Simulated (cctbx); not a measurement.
## Lattice, Laue class and space group of a new crystal

Cell: a = 11.1820 Å, b = 11.1820 Å, c = 11.1820 Å, α = 90.00°, β = 90.00°, γ = 90.00°. Expected content of the cell: Rb12 Br24 Cr4.

The data are simulated with cctbx, not measured: Ag Kα, λ = 0.56087 Å, to d = 0.77 Å, 70 % of the full sphere, strongest reflection 20000 counts, noise from counting, a 4 % proportional error and a noise floor of 4 counts (s.d.); no absorption, some extinction.

Tests on the unmerged data give:

```text
9081 reflections to d = 0.772 A
centring   violations  <I/sigma> of those
    A          0 of  4561     -0.0
    B          0 of  4577     -0.0
    C          0 of  4602     -0.0
    I        933 of  4562      3.1
    R       1262 of  6014      3.4
    F          0 of  6870     -0.0
Laue class    unique    Rint  (classes that these axes allow; Friedel mates merged)
F m m m           456   0.035
F m -3            159   0.038
F m -3 m          111   0.038
space group    extra absences  I>4sigma  <I/sigma>
F 4 3 2                 0          0         -  acentric
F -4 3 m                0          0         -  acentric
F m -3 m                0          0         -  centric
Wilson B = 0.72 A^2   <|E^2-1|> = 0.690 (0.968 centric, 0.736 acentric)   E^2>4: 0.0 %
shell (A)         n   <I/sigma>
 6.46 - 1.54     22     52.9
 1.54 - 1.23     13     60.2
 1.23 - 1.07     17     66.2
 1.07 - 0.98     10     60.9
 0.98 - 0.91     14     62.8
 0.91 - 0.85     12     61.2
 0.85 - 0.81     10     49.7
 0.81 - 0.78     13     53.7
```

**Question.** What are the lattice type, the Laue class and the likely space group?

The reflections that A, B, C and F centring forbids are absent (⟨I/σ⟩ near 0), so the lattice is F. F holds A, B and C together.

Rint stays low (0.035 to 0.038) up to F m -3 m, the highest class in these axes.

3 settings pass the absence test. No glide or screw absences show, which leaves F 4 3 2, F -4 3 m and F m -3 m.

⟨|E²−1|⟩ = 0.690 leans to a non-centrosymmetric structure. Here that hint misleads: the statistic assumes many like atoms on general positions, and few, heavy or special-position atoms break it. The Wilson B of 0.72 Å² means U ≈ 0.0091 Å².

The true group is Fm-3m (no. 225), Laue class m-3m, centrosymmetric. The tables only narrow the choice to the tied entries; cell content, site symmetry and trial solutions must settle it.

This is a model crystal, built by substitution and not relaxed, with assumed displacement parameters.

[Logs are printed without paths, hosts, clocks, repeated set-up lines and the standing remarks that a program may print on its own settings, such as how far it seeks lower states.]
